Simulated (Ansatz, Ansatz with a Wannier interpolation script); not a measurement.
Rows from a G0W0 calculation on SnSe2 (1T monolayer) (Ansatz 0.2.0; G0W0 on PBE, plane waves, PAW; 12×12×1 mesh, 623 empty bands, screening to 80 eV), in eV. Spin-orbit coupling is left out.

```
row                       k  band   start       Σx  Σc at the solution      Vxc
  A   (0.000, 0.083, 0.000)    c1  -4.173  -11.833              -2.657  -15.007
  B  (0.000, -0.500, 0.000)    c2  -1.963   -7.759              -3.668  -11.893
  C   (0.000, 0.083, 0.000)    c2  -2.572   -8.539              -3.593  -12.616
  D  (0.000, -0.500, 0.000)    v1  -6.366  -17.213               1.599  -15.051
  E   (0.000, 0.083, 0.000)    v1  -6.069  -17.334               1.397  -15.411
  F  (0.000, -0.500, 0.000)    c1  -5.261  -10.716              -2.588  -13.753
```

**Question.** Give the quasiparticle energies and the shift of each level.

The quasiparticle equation reads E = start + Σx + Σc(E) − Vxc.

```
row  E (eV)  shift (eV)
  A  -3.657      +0.516
  B  -1.497      +0.466
  C  -2.088      +0.483
  D  -6.928      −0.563
  E  -6.595      −0.526
  F  -4.811      +0.450
```

The gap over the computed points goes from 0.80 eV to 1.78 eV.

Limits: not at the basis limit; no spin-orbit coupling.

[Paths, hosts, dates, memory and timing lines, banners, echoed tables and standing remarks are left out of the program output.]

[Logs are printed without paths, hosts, clocks, repeated set-up lines and the standing remarks that a program may print on its own settings, such as how far it seeks lower states.]

[Runs of the session that timed out or met a known fault of the program may be left out.]

[Hosts, paths, dates, database ids (printed as entryN), source tags and the programs' standing remarks are cut or masked in the printed files.]
